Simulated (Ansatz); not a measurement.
**Lattice dynamics of MgS (F-43m)**

Aim: the phonons of MgS (F-43m) at a cell relaxed beforehand at this level. After the zone centre comes a 4×4×4 q mesh on a 8×8×8 k mesh.

Method: DFT PBEsol, scalar-relativistic, plane waves, PAW, in Ansatz 0.2.0.

**1. The structure**

The structure is cubic, space group F-43m (No. 216). Conventional cell: a = 5.652 Å, b = 5.652 Å, c = 5.652 Å, α = 90.00°, β = 90.00°, γ = 90.00°. Nearest to Mg lie 4 S at 2.45 Å. S has 4 Mg at 2.45 Å nearest. Farther neighbours and most contacts between anions are not listed.

Structure file:

```cif
data_structure
_symmetry_space_group_name_H-M 'F-43m'
_symmetry_Int_Tables_number 216
_cell_length_a 5.6519
_cell_length_b 5.6519
_cell_length_c 5.6519
_cell_angle_alpha 90.000
_cell_angle_beta 90.000
_cell_angle_gamma 90.000
_cell_volume 180.55
loop_
_atom_site_label
_atom_site_type_symbol
_atom_site_symmetry_multiplicity
_atom_site_Wyckoff_symbol
_atom_site_fract_x
_atom_site_fract_y
_atom_site_fract_z
_atom_site_occupancy
Mg1 Mg 4 a 0.00000 0.00000 0.00000 1
S1 S 4 c 0.25000 0.25000 0.25000 1
```

**2. Zone-centre response**

The cell comes from relaxations at this level that are not shown. The zone centre comes first: it holds the modes that light can see, as far as symmetry allows. The response to a homogeneous field gives the Born charges and the dielectric tensor, and its change with displacement the Raman tensors.

input.yaml reads:

```yaml
crystal:
  lattice:
    - [0.0, 2.8259567798, 2.8259567798]
    - [2.8259567798, 0.0, 2.8259567798]
    - [2.8259567798, 2.8259567798, 0.0]
  atoms:
    - { symbol: Mg, position: [0.0, 0.0, 0.0] }
    - { symbol: S, position: [0.75, 0.75, 0.75] }
kpoints:
  mp_grid: { grid: [8, 8, 8] }
hamiltonian:
  xc: pbesol
scf:
  occupations: { method: fixed }
output:
  eigenvalues: true
phonons:
  method: dfpt
  dielectric: true
  rigid_motions: translations
  raman: true
```

Run with:

```bash
$ ansatz run input.yaml --threads 4 --pin off --max-ram 7168MiB --backend cpu --events-out ev --progress --plain --runs-dir out
```

Numbers of over 12 decimals in the logs are rounded to 6 here.

The log of the run:

```text
Engine: ansatz 0.2.0, x86_64-unknown-linux-gnu
Pseudopotentials: kind: paw
Pseudopotential: Mg, paw, valence charge 10, recommended cutoff 420 eV (normal), Mg.paw.azcp
Pseudopotential: S, paw, valence charge 6, recommended cutoff 420 eV (normal), S.paw.azcp
Functional definition: PBEsol
  exchange = pbesol_x
  correlation = pbesol_c
Crystal: 2 atoms, lattice volume = 45.136 Å³
Basis set: ecut = 420 eV, 893 PW (Γ), exchange–correlation on 54×54×54 points (8 copies of the dense FFT grid, shifted against one another)
Bands: 12, of which v1, the nominal top of the filled ones, is band 8 counted from 1 (7 counted from 0)
Symmetry: 24 space group operations
k-points: 95 of 512 (irreducible under 4 space group operations, time reversal used)
Non-local potential: Mg, projectors of the file, l = 0: 3, l = 1: 2, l = 2: 1
Non-local potential: S, projectors of the file, l = 0: 2, l = 1: 2, l = 2: 2
PAW form: soft (Blöchl's): semilocal exchange-correlation on the pseudo side does not see the compensation charge
PAW frozen core: Mg, regenerated for the run's functional, and the local potential with it (the file was generated under x = pbe(κ = 0.804, μ = 0.219515), c = pbe(β = 0.066725))
PAW frozen core: S, regenerated for the run's functional, and the local potential with it (the file was generated under x = pbe(κ = 0.804, μ = 0.219515), c = pbe(β = 0.066725))
PAW one-centre angular grid: Mg, 110 points (default); XC on 64 Gauss nodes
PAW one-centre angular grid: S, 110 points (default); XC on 64 Gauss nodes
Initial density: superposition of atomic densities (neutral atoms: chi_scale 0, normalization atom), corrected by the library's trained network
Initial wavefunctions: pseudopotential atomic-orbital guess
Functional: x = pbesol(κ = 0.804, μ = 0.123457), c = pbesol(β = 0.046)
SCF iter   1: F=—  HF=-2799.765043 eV  |F-HF|=—  |Δ(HF+E_count)|=         —  Δρ=3.24e-3  dr2=7.78e-3  ethr=1.77e-3  ⟨swp⟩=5.3  Hψ=6243  notcnv=0  defer=181
preconditioner: auto → none  [insulator: Δε(μ)=3.275 eV  Ē_g=11.024 eV  n_scr=14 (ndim 8)  ℏωp=15.6 eV  f_vac=0.016  ε∞_Penn≈3.0]
SCF iter   2: F=—  HF=-2799.761980 eV  |F-HF|=—  |Δ(HF+E_count)|=   3.06e-3  Δρ=9.42e-4  dr2=2.28e-4  ethr=4.86e-5  ⟨swp⟩=2.2  Hψ=2434  notcnv=0  defer=184
SCF iter   3: F=—  HF=-2799.761977 eV  |F-HF|=—  |Δ(HF+E_count)|=   2.55e-6  Δρ=3.46e-4  dr2=3.94e-5  ethr=1.42e-6  ⟨swp⟩=2.0  Hψ=1999  notcnv=0  defer=184
SCF iter   4: F=—  HF=-2799.761993 eV  |F-HF|=—  |Δ(HF+E_count)|=   1.52e-5  Δρ=6.43e-5  dr2=1.02e-6  ethr=2.46e-7  ⟨swp⟩=2.0  Hψ=1457  notcnv=0  defer=100
SCF iter   5: F=—  HF=-2799.761992 eV  |F-HF|=—  |Δ(HF+E_count)|=   1.06e-6  Δρ=4.94e-6  dr2=7.94e-9  ethr=6.36e-9  ⟨swp⟩=2.1  Hψ=1406  notcnv=0  defer=1
SCF iter   6: F=—  HF=-2799.761992 eV  |F-HF|=—  |Δ(HF+E_count)|=   1.12e-8  Δρ=1.16e-6  dr2=3.76e-10  ethr=4.97e-11  ⟨swp⟩=2.0  Hψ=1520  notcnv=0  defer=1
SCF iter   7: F=-2799.761992 eV  HF=-2799.761992 eV  |F-HF|=0.00e0  |Δ(HF+E_count)|=  6.57e-10  Δρ=1.02e-7  dr2=4.73e-12  ethr=1.00e-12  ⟨swp⟩=8.0  Hψ=6697  notcnv=0
SCF 1 converged in 7 iterations: F = -2799.761992 eV  dr2 = 4.73e-12
  greatest PAW one-centre occupation: 1.000 electrons in one spin orbital (limit 2), on the Mg atom at site 0 (counted from 0), in its partial waves of l = 0
DFPT response loops at Γ: preconditioner auto → none (the input reference at scf.mixing.eps_inf says where Resta's filter doesn't serve); β = 0.50; Broyden in place of MSR1
── the response to a field inside a basis, on 8×8×8 k-points: an SCF that follows is theirs, and a resumed run solves both again ──
Bands: 9, of which v1, the nominal top of the filled ones, is band 8 counted from 1 (7 counted from 0)
k-points: 60
Initial density: handed on by an earlier stage of this run
Initial wavefunctions: pseudopotential atomic-orbital guess (no wavefunctions were taken with the density)
Eigensolver: Dense (60 Hₖ)
SCF iter   1: F=—  HF=-2799.760865 eV  |F-HF|=—  |Δ(HF+E_count)|=         —  Δρ=7.93e-5  dr2=3.80e-7  ethr=1.00e-1
preconditioner: auto → none  [insulator: Δε(μ)=3.417 eV  Ē_g=8.907 eV  n_scr=14 (ndim 8)  ℏωp=15.6 eV  f_vac=0.015  ε∞_Penn≈4.1]
SCF iter   2: F=—  HF=-2799.760866 eV  |F-HF|=—  |Δ(HF+E_count)|=   1.03e-6  Δρ=4.01e-5  dr2=9.57e-8  ethr=2.37e-9
SCF iter   3: F=—  HF=-2799.760866 eV  |F-HF|=—  |Δ(HF+E_count)|=   3.72e-7  Δρ=2.02e-6  dr2=1.87e-9  ethr=5.98e-10
SCF iter   4: F=-2799.760866 eV  HF=-2799.760866 eV  |F-HF|=1.50e-11  |Δ(HF+E_count)|=  5.00e-12  Δρ=4.43e-7  dr2=8.20e-11  ethr=1.17e-11
SCF 1 converged in 4 iterations: F = -2799.760866 eV  dr2 = 8.20e-11
DFPT response loops at Γ: mixed as the last ones told, above
DFPT response loops at Γ: mixed as the last ones told, above
SCF converged after 7 iterations
Free energy (F): -2799.761992 eV
Harris-Foulkes:  -2799.761992 eV  (|F-HF|=0.00e0)
Internal energy: -2799.761992 eV  (E = F + TS)
E sigma→0 (E₀):  -2799.761992 eV
Fermi energy:    3.110176 eV
--- Per-component energies (eV) ---
  E_band       = -368.473368
  E_kinetic    = 183.767783
  E_local      = -1880.971193  (includes V_loc(G=0)·N_el)
  E_nonlocal   = 124.447882
  E_hartree    = 680.702234
  E_xc         = -125.555179
  E_vxc        = -125.556151  (∫ρ·V_xc dr)
  E_paw        = -865.373887  (= ΣΔE_a)
  E_vpaw       = -31.566160  (= ΣTr[D̂ρ^β])
  E_aug_tail   = -0.000003  (compensation charges beyond the density's cutoff)
  E_ewald      = -916.900441
  E_core_change = 0.120812  (= ΣΔE_core)
  E_smearing   = -0.000000  (= −TS)
  E_closure    = 0.000000  (closes the sum)
  Σ components = -2799.761992   (vs F -2799.761992, Δ=0.00e0)
--- Band table (eV; the first three rows and the last of 95) ---
  k-point 0: bands = [... 4 lower, -8.1769, 3.1102, 3.1102, 3.1102, 6.4295, 10.9638, 10.9638, 10.9638]
  k-point 1: bands = [... 4 lower, -8.0867, 2.4069, 3.0561, 3.0561, 7.1057, 10.7728, 11.1422, 11.1422]
  k-point 2: bands = [... 4 lower, -7.8528, 1.2121, 2.9342, 2.9342, 7.9671, 10.7980, 11.1718, 11.1718]
  k-point 94: bands = [... 4 lower, -7.2349, 0.7802, 1.2291, 1.7473, 8.4923, 10.9974, 11.1575, 11.5361]
--- Phonons (Γ-DFPT): 2 representative perturbations + reference, on 95 of 512 k-points (Σ response iterations 6) ---
  k mesh reduced under 4 symmetry operations, with k and −k counted as one. Each operation leaves every solved perturbation unchanged. A smaller set is not considered because the run solves the response to a homogeneous field
  ASR residual: 3.767e-5 → 0.000e0 eV/Å²; symmetrization residual: 3.842e-6 eV/Å²
  ASR residual per site (eV/Å²): 3.77e-5 3.26e-5
  Γ frequencies (cm⁻¹): 0.00 0.00 0.00 332.31 332.31 332.31
  ε∞ (high-frequency dielectric tensor):
        4.143931    -0.000000     0.000000
       -0.000000     4.143931     0.000000
        0.000000     0.000000     4.143931
  ε⁰ (static dielectric tensor: ions relaxed, cell fixed):
        6.688736    -0.000000     0.000000
       -0.000000     6.688736    -0.000000
        0.000000    -0.000000     6.688736
  ε⁰ − ε∞ (ionic part):
        2.544805     0.000000    -0.000000
        0.000000     2.544805    -0.000000
       -0.000000    -0.000000     2.544805
  softest optical mode at Γ: 332.31 cm⁻¹; the repairs (sum rule, projections) moved no ω² at Γ by more than (0.82 cm⁻¹)²
  Born effective charges Z* (e; rows j = field, columns β = displacement):
    site 0:
         1.88778   -0.00000    0.00000
         0.00000    1.88778    0.00000
        -0.00000    0.00000    1.88778
    site 1:
        -1.88778    0.00000   -0.00000
        -0.00000   -1.88778   -0.00000
         0.00000   -0.00000   -1.88778
  Z* charge neutrality: 3.684e-4 e pre-enforcement
  solved inside a basis spanned on kpoints, on 8×8×8 k-points transformed towards the longest dipole: ε∞ is read to err by 9.6e-3, Z* by 1.1e-2 e (field_mesh: kpoints solves on kpoints); Z* is corrected for what the basis lacks
  Raman tensors (in the event stream and the table raman_tensors.tsv): an entry may err by 2.6e-3 Å², one of the second-order susceptibility by 7.9e-3 pm/V (basis, points and sum rule); their sum over the sites missed zero by 4.289e-5 Å² ahead of its enforcement
  optical modes at Γ without the LO–TO term, one row a degenerate level:
      ω (cm⁻¹)  modes    IR ((D/Å)²/amu)  static Raman (Å⁴/amu)  depolarisation
        332.31      3            17.8418                 8.3568           0.750
  optical modes at Γ + LO–TO along q̂ = [1.0000, 0.0000, 0.0000]:
      ω (cm⁻¹)  modes    IR ((D/Å)²/amu)  static Raman (Å⁴/amu)  depolarisation
        332.31      2            11.8945                 5.5712           0.750
        422.20      1             5.9473                 5.4965           0.750
  optical modes at Γ + LO–TO along q̂ = [0.0000, 1.0000, 0.0000]:
      ω (cm⁻¹)  modes    IR ((D/Å)²/amu)  static Raman (Å⁴/amu)  depolarisation
        332.31      2            11.8945                 5.5712           0.750
        422.20      1             5.9473                 5.4965           0.750
  optical modes at Γ + LO–TO along q̂ = [0.0000, 0.0000, 1.0000]:
      ω (cm⁻¹)  modes    IR ((D/Å)²/amu)  static Raman (Å⁴/amu)  depolarisation
        332.31      2            11.8945                 5.5712           0.750
        422.20      1             5.9473                 5.4965           0.750
```

Wall time 59 s (4 threads of AMD EPYC 7R43, shared host); peak memory 0.63 GiB.

In the SCF lines HF is the Harris–Foulkes energy and dr2 the Hartree energy of the density residual, in eV; the loop may stop once dr2 is under the threshold and the program's other checks hold. Hψ counts applications of the Hamiltonian.

This step gave:

```
gap on the k-mesh                                       : 3.319 eV
volume per atom                                         : 22.57 Å³
sum-rule residual before enforcement                    : 3.77e-5 eV/Å²
miss of the charge sum rule                             : 3.68e-4 e
estimated error of the dielectric tensor                : 0.009646
estimated error of the Born charges                     : 0.01068 e
point group                                             : -43m
highest optical mode at the zone centre (no LO-TO term) : 332.3 cm⁻¹
lowest optical zone-centre mode                         : 332.3 cm⁻¹
mean high-frequency dielectric constant                 : 4.144
largest Born charge (third of the trace)                : 1.888 e
mean static dielectric constant                         : 6.689
top of the zone-centre spectrum with the field          : 422.2 cm⁻¹
```

Without the LO-TO term. Patterns of degenerate modes are one choice out of their space. The modes at Γ (shares of kinetic energy by element, %):

```csv
mode,frequency (cm⁻¹),symmetry,Mg %,S %
1,0.0,acoustic,43,57
2,0.0,acoustic,43,57
3,0.0,acoustic,43,57
4,332.3,T2,57,43
5,332.3,T2,57,43
6,332.3,T2,57,43
```

Displacements in mode 6 (332.3 cm⁻¹), the largest set to 1:
```
Mg1  0.00  1.00  0.00
S2   0.00 -0.76  0.00
```

Optical modes at the zone centre, without and with the macroscopic field of the longitudinal modes; each column is sorted by frequency, so a row need not hold one and the same mode. Modes with and without the field, by row:

```csv
rank among optical modes,no field (cm⁻¹),"q along (1, 0, 0) (cm⁻¹)"
1,332.3,332.3
2,332.3,332.3
3,332.3,422.2
```

Born charge (rows field, columns displacement) (e), principal values of the symmetric part by kind of site:

```csv
atom,atoms with these values,low,middle,high,mean
Mg1,1,1.89,1.89,1.89,1.89
S2,1,-1.89,-1.89,-1.89,-1.89
```

In full for S2:

```
-1.89  0.00  0.00
 0.00 -1.89  0.00
 0.00  0.00 -1.89
```

High-frequency dielectric tensor:

```
4.14 0.00 0.00
0.00 4.14 0.00
0.00 0.00 4.14
```

Static dielectric tensor (ions relaxed, fixed cell):

```
6.69 0.00 0.00
0.00 6.69 0.00
0.00 0.00 6.69
```

Transverse modes. Lines of the infrared spectrum (strongest = 100):

```csv
position (cm⁻¹),label,relative intensity
332,T2,100
```

Activity x (w_L - w)^4 (n + 1)/w, 532 nm, 300 K; modes without the macroscopic field alone. Lines of the Raman spectrum (strongest = 100):

```csv
position (cm⁻¹),label,relative intensity
332,T2,100
```

Static second-order susceptibility (pm/V), twice the coefficient d of second-harmonic generation. Second order susceptibility, by row:

```csv
field along,xx,yy,zz,yz,xz,xy
x,0,0,0,-4.18,0,0
y,0,0,0,0,-4.18,0
z,0,0,0,0,0,-4.18
```

Before it was imposed, the acoustic sum rule was missed by 3.8e-5 eV/Å² and the charge sum rule by 3.7e-4 e. Small misses are needed for a sound result but don't prove that mesh and cutoff are converged. The lowest optical mode is real, 332 cm⁻¹.

(Part 1 of 2 ends here.)

[Logs are printed without paths, hosts, clocks, repeated set-up lines and the standing remarks that a program may print on its own settings, such as how far it seeks lower states.]

[Hosts, paths, dates, database ids (printed as entryN), source tags and the programs' standing remarks are cut or masked in the printed files.]
